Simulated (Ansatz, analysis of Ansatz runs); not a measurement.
# Reproducing a measured local vibrational mode: Al-H pair in Si, part 2 of 2

Subject: Al-H pair in Si. Wanted: its local vibrational mode, in one set-up (r2SCAN, 64-site cell, r2SCAN lattice, 500 eV, k: the single point 1/4 1/4 1/4, anharmonic cut along the mode). The model is a cell of 64 host atoms with Al put on another atom's site and H put in between. The frequencies come from force constants among the defect atom and its neighbours, with the masses of the isotopes named. A meta-GGA costs about twice a GGA and mends lattice constants and part of the gap.

Ansatz 0.2.0; r2SCAN, 64-site cell, r2SCAN lattice, 500 eV, k: the single point 1/4 1/4 1/4, anharmonic cut along the mode.

So far. Step 2 (Relaxation, charge 0): Neighbours of the added atoms: H65: Si4 1.53, Al8 1.70, Si27 2.70 Å.

## (3) Local vibrational modes

A local mode lives on the defect and the atoms next to it, so only the sites listed in the input are displaced, which costs far fewer SCF runs than the whole cell would.

This step: plane-wave PAW DFT, r2SCAN; finite-displacement force constants among the atoms nearest to a defect, the others at rest.

modes/input.yaml reads:

```yaml
crystal:
  lattice:
    - [10.88847935, 0.0, 0.0]
    - [0.0, 10.88847935, 0.0]
    - [0.0, 0.0, 10.88847935]
  atoms:
    - { symbol: Si, position: [-0.002747067, -0.003898073, 0.24859614] }
    - { symbol: Si, position: [-0.002781779, 0.248556633, -0.003907166] }
[... 1 atom line left out ...]
    - { symbol: Si, position: [0.233382277, 0.235596478, 0.235640797] }
    - { symbol: Si, position: [0.119860468, 0.118537263, 0.375034876] }
    - { symbol: Si, position: [0.11985155, 0.374974895, 0.118559278] }
    - { symbol: Si, position: [0.380827471, 0.12554318, 0.125574252] }
    - { symbol: Al, position: [0.397622559, 0.391723058, 0.391711353] }
[... 5 atom lines left out ...]
    - { symbol: Si, position: [0.126168308, 0.375734922, 0.625408564] }
[... 6 atom lines left out ...]
    - { symbol: Si, position: [0.126166344, 0.625395216, 0.375770197] }
[... 1 atom line left out ...]
    - { symbol: Si, position: [0.375566238, 0.626509921, 0.122259842] }
[... 3 atom lines left out ...]
    - { symbol: Si, position: [0.248607256, 0.507142071, 0.507152673] }
[... 14 atom lines left out ...]
    - { symbol: Si, position: [0.506310671, 0.240496549, 0.504933433] }
[... 6 atom lines left out ...]
    - { symbol: Si, position: [0.506347194, 0.504945863, 0.24051892] }
[... 15 atom lines left out ...]
    - { symbol: H, position: [0.266272005, 0.332362361, 0.332233135] }
basis:
  ecutwfc: 500
  xc_grid: 2
hamiltonian:
  xc: r2scan
kpoints:
  mp_grid: { grid: [1, 1, 1], shift: [0.25, 0.25, 0.25] }
scf:
  occupations: { method: fermi_dirac, width: 0.01 }
  max_iter: 120
output: {}
checkpoint:
  read: "../relax.run"
phonons:
  supercell: [1, 1, 1]
  displaced_sites: [3, 5, 7, 26, 64]
```

Launch:

```
> ansatz run input.yaml --threads 4 --pin off --max-ram 7536MiB --backend cpu --events-out ev --progress --plain --runs-dir out
```

Numbers of over 12 decimals in the logs are rounded to 6 here.

Log:

```text
[...]
Warning: basis.xc_grid 2: finite-displacement phonons take 5 at the least, and a number is run as typed, so the frequencies can be off [figures from the program's tests cut]
[...]
Crystal: 65 atoms, lattice volume = 1290.927 Å³
Basis set: ecut = 500 eV, 32795 PW (Γ), exchange–correlation on 160×160×160 points (8 copies of the dense FFT grid, shifted against one another)
Bands: 193, of which v1, the nominal top of the filled ones, is band 128 counted from 1 (127 counted from 0)
Symmetry: 1 space group operations
k-points: 1
[...]
SCF iter   4: F=-40816.205795 eV  HF=-40816.205795 eV  |F-HF|=7.28e-12  |Δ(HF+E_count)|=  7.35e-10  Δρ=2.45e-8  dr2=9.21e-12  dr2_τ=1.59e-13  ethr=1.00e-12  ⟨swp⟩=4.0  Hψ=550  notcnv=0
SCF 1 converged in 4 iterations: F = -40816.205795 eV  dr2 = 9.21e-12
[...]
SCF 2 converged in 2 iterations: F = -40816.205795 eV  dr2 = 2.93e-12
[...]
symmetry images taken by strict's conditions (phonons.symmetry_images: auto; settled by no image being taken that strict refuses)
  force constants formed among 5 of 65 sites (Si 3, Si 5, Al 7, Si 26, H 64); the other 60 at rest. The modes move the named sites alone.
  the frequencies, the zero-point energy and the sums are of the block with the acoustic sum rule laid on its rows. Row sums over every site: 4.0e-2 eV/Å² at the most
  transpose residual: 4.9e-5 eV/Å²
  largest component of a force at the reference: 7.8e-3 eV/Å on a named site, 3.9e-3 eV/Å on a site at rest
  frequencies among the named sites at Γ of the cell (cm⁻¹): 157.79 195.49 249.00 260.05 312.37 353.99 361.62 364.36 384.54 393.01 411.22 458.40 476.18 901.94 2126.06
  unstable modes among the named sites: 0
  frequencies as built, with no sum rule (cm⁻¹): 158.61 195.61 249.19 259.98 312.28 353.83 361.47 364.18 384.64 392.98 411.17 458.52 476.06 901.95 2125.98
  zero-point energy: 0.459114 eV/cell   skipped modes (ω ≤ 0): 0
  not written: the harmonic force-constant file, the file of eigenvectors (these modes' are written with the force constants), the density of states and the dispersion, which are of every site
[key lines of the parts left out:]
SCF converged after 2 iterations
Free energy (F): -40816.205795 eV
Fermi energy:    6.489118 eV
```

The job ended after 5.6 min (4 threads of AMD EPYC 7B13 (Zen 3), shared host; peak memory 2.3 GiB).

The column dr2 measures how far the density is from self-consistency, as an energy; F and HF (Harris–Foulkes) agree once it is small.

Read from the output:

```yaml
free_energy: -40816.2058 eV
```

The modes with the largest weight on the probed atoms (the light atom of a pair), for the masses of each isotope. Modes of the displaced atoms (local only where they lie over the host's phonons):

| isotopes | mode (cm⁻¹) | share of the defect atoms |
| --- | --- | --- |
| H | 2126 | 0.981 |
| H | 902 | 0.886 |
| H | 312.4 | 0.558 |
| D | 1518 | 0.962 |
| D | 675.5 | 0.772 |
| D | 233.3 | 0.729 |

## (4) Point 1 along the mode

A light atom samples the curved part of its well, so the energy is mapped along the mode and the one-dimensional Schrödinger equation solved on it.

This step: plane-wave PAW DFT, r2SCAN; single point of a defect supercell.

cut0/input.yaml reads:

```yaml
crystal:
  lattice:
    - [10.88847935, 0.0, 0.0]
    - [0.0, 10.88847935, 0.0]
    - [0.0, 0.0, 10.88847935]
  atoms:
    - { symbol: Si, position: [-0.002747067, -0.003898073, 0.24859614] }
    - { symbol: Si, position: [-0.002781779, 0.248556633, -0.003907166] }
[... 1 atom line left out ...]
    - { symbol: Si, position: [0.233612915, 0.236154421, 0.236197378] }
    - { symbol: Si, position: [0.119860468, 0.118537263, 0.375034876] }
    - { symbol: Si, position: [0.119875703, 0.374995604, 0.118589027] }
    - { symbol: Si, position: [0.380827471, 0.12554318, 0.125574252] }
    - { symbol: Al, position: [0.397970413, 0.391825452, 0.391814013] }
[... 5 atom lines left out ...]
    - { symbol: Si, position: [0.126168308, 0.375734922, 0.625408564] }
[... 6 atom lines left out ...]
    - { symbol: Si, position: [0.126166344, 0.625395216, 0.375770197] }
[... 1 atom line left out ...]
    - { symbol: Si, position: [0.375566238, 0.626509921, 0.122259842] }
[... 3 atom lines left out ...]
    - { symbol: Si, position: [0.248601071, 0.507170111, 0.507180711] }
[... 14 atom lines left out ...]
    - { symbol: Si, position: [0.506310671, 0.240496549, 0.504933433] }
[... 6 atom lines left out ...]
    - { symbol: Si, position: [0.506347194, 0.504945863, 0.24051892] }
[... 15 atom lines left out ...]
    - { symbol: H, position: [0.248591017, 0.311629157, 0.311516205] }
basis:
  ecutwfc: 500
  xc_grid: 2
hamiltonian:
  xc: r2scan
kpoints:
  mp_grid: { grid: [1, 1, 1], shift: [0.25, 0.25, 0.25] }
scf:
  occupations: { method: fermi_dirac, width: 0.01 }
  max_iter: 120
output:
  forces: true
checkpoint:
  read: "../relax.run"
```

Log:

```text
[...]
Warning: checkpoint.read: the run can stay near the saved state's solution: 5 site(s) moved relative to the saved geometry (max |Δs| = 2.073e-2 fractional); [...]
[...]
Crystal: 65 atoms, lattice volume = 1290.927 Å³
Basis set: ecut = 500 eV, 32795 PW (Γ), exchange–correlation on 160×160×160 points (8 copies of the dense FFT grid, shifted against one another)
Bands: 193, of which v1, the nominal top of the filled ones, is band 128 counted from 1 (127 counted from 0)
Symmetry: 1 space group operations
[...]
k-points: 1
[...]
SCF iter   7: F=-40814.423187 eV  HF=-40814.423187 eV  |F-HF|=8.04e-9  |Δ(HF+E_count)|=   5.58e-7  Δρ=1.78e-6  dr2=8.65e-8  dr2_τ=8.67e-10  ethr=3.91e-11  ⟨swp⟩=3.0  Hψ=773  notcnv=0
SCF 1 converged in 7 iterations: F = -40814.423187 eV  dr2 = 8.65e-8
[...]
SCF converged after 7 iterations
Free energy (F): -40814.423187 eV
[...]
Internal energy: -40814.423187 eV  (E = F + TS)
E sigma→0 (E₀):  -40814.423187 eV
Fermi energy:    6.488951 eV
[...]
--- Forces (eV/Å), atoms counted from 1 ---
  atom   1  Si    -0.01402184    -0.01321836     0.05781878
  atom   2  Si    -0.01090809     0.06190247    -0.00790999
  [... 1 atom left out ...]
  atom   4  Si    -1.82746487    -7.87830697    -7.86105220
  atom   5  Si    -0.11701065    -0.16058516    -0.09773459
  atom   6  Si    -0.12130264    -0.10146013    -0.16794231
  atom   7  Si    -0.01899267     0.02840091     0.02550875
  atom   8  Al    -0.66278409    -0.16101980    -0.16009096
  [... 12 atoms left out ...]
  atom  21  Si    -0.00893304     0.00335903     0.00626650
  [... 5 atoms left out ...]
  atom  27  Si    -0.00515312    -0.12785588    -0.12618846
  [... 14 atoms left out ...]
  atom  42  Si    -0.03642714    -0.08207093    -0.04812441
  [... 6 atoms left out ...]
  atom  49  Si    -0.03456207    -0.04676785    -0.08041742
  [... 15 atoms left out ...]
  atom  65  H      2.86027452     8.46577675     8.45126023
  max |Σ_I F_I| component: 1.13e-2 eV/Å
```

Run time: 14 s. Hardware: 4 threads; peak memory 2.2 GiB; 53 s of CPU time.

This step gave:

- free energy: -40814.4232 eV

The series, run alike:

| run | outcome | energy less the first (eV) | moment (μB) | time |
| --- | --- | --- | --- | --- |
| point 1 along the mode | converged | 0.0000 | 0.00 | 14 s |
| point 2 along the mode | converged | -0.9400 | 0.00 | 14 s |
| point 3 along the mode | converged | -1.4280 | 0.00 | 14 s |
| point 4 along the mode | converged | -1.7013 | 0.00 | 13 s |
| point 5 along the mode | converged | -1.7138 | 0.00 | 12 s |
| point 6 along the mode | converged | -1.5155 | 0.00 | 14 s |
| point 7 along the mode | converged | -1.2157 | 0.00 | 13 s |
| point 8 along the mode | converged | -0.7231 | 0.00 | 14 s |
| point 9 along the mode | converged | -0.0389 | 0.00 | 13 s |

## (5) Anharmonic fundamental

Analysis of the runs above: one-dimensional Schroedinger equation on a polynomial through r2SCAN energies along the local mode.

It gives:

| Quantity | Value |
| --- | --- |
| stretch | 2162 cm⁻¹ |
| stretch harmonic | 2126 cm⁻¹ |

Energy against normal coordinate:

| normal coordinate (amu½ Å) | energy (eV) |
| --- | --- |
| -0.378 | 1.78 |
| -0.277 | 0.843 |
| -0.189 | 0.355 |
| -0.094 | 0.0813 |
| 0.000 | 0 |
| 0.094 | 0.0688 |
| 0.189 | 0.267 |
| 0.277 | 0.567 |
| 0.378 | 1.06 |
| 0.479 | 1.74 |

## (6) Outcome

| Property | Result |
| --- | --- |
| distance from the defect atom to its nearest neighbour | 1.531 Å |
| Si-H stretch, 1H | 2162 cm⁻¹ |
| time of the whole chain | 11 min on 4 threads |

In words: Si-H stretch, 1H: computed 2162 cm⁻¹, measured 2201 cm⁻¹; 39 cm⁻¹ (2 %) below the measurement. The anharmonic cut moves the Si-H stretch, 1H from 2126 to 2162 cm⁻¹; a straight cut leaves out the coupling to the other modes. Only the named neighbours move, so modes near the host's band are approximate.

[Logs are printed without paths, hosts, clocks, repeated set-up lines and the standing remarks that a program may print on its own settings, such as how far it seeks lower states.]

[Hosts, paths, dates, database ids (printed as entryN), source tags and the programs' standing remarks are cut or masked in the printed files.]

[For some hosts the program warned that the k-mesh of the response run may be too coarse for force constants and the static dielectric constant; such warnings are not shown here.]
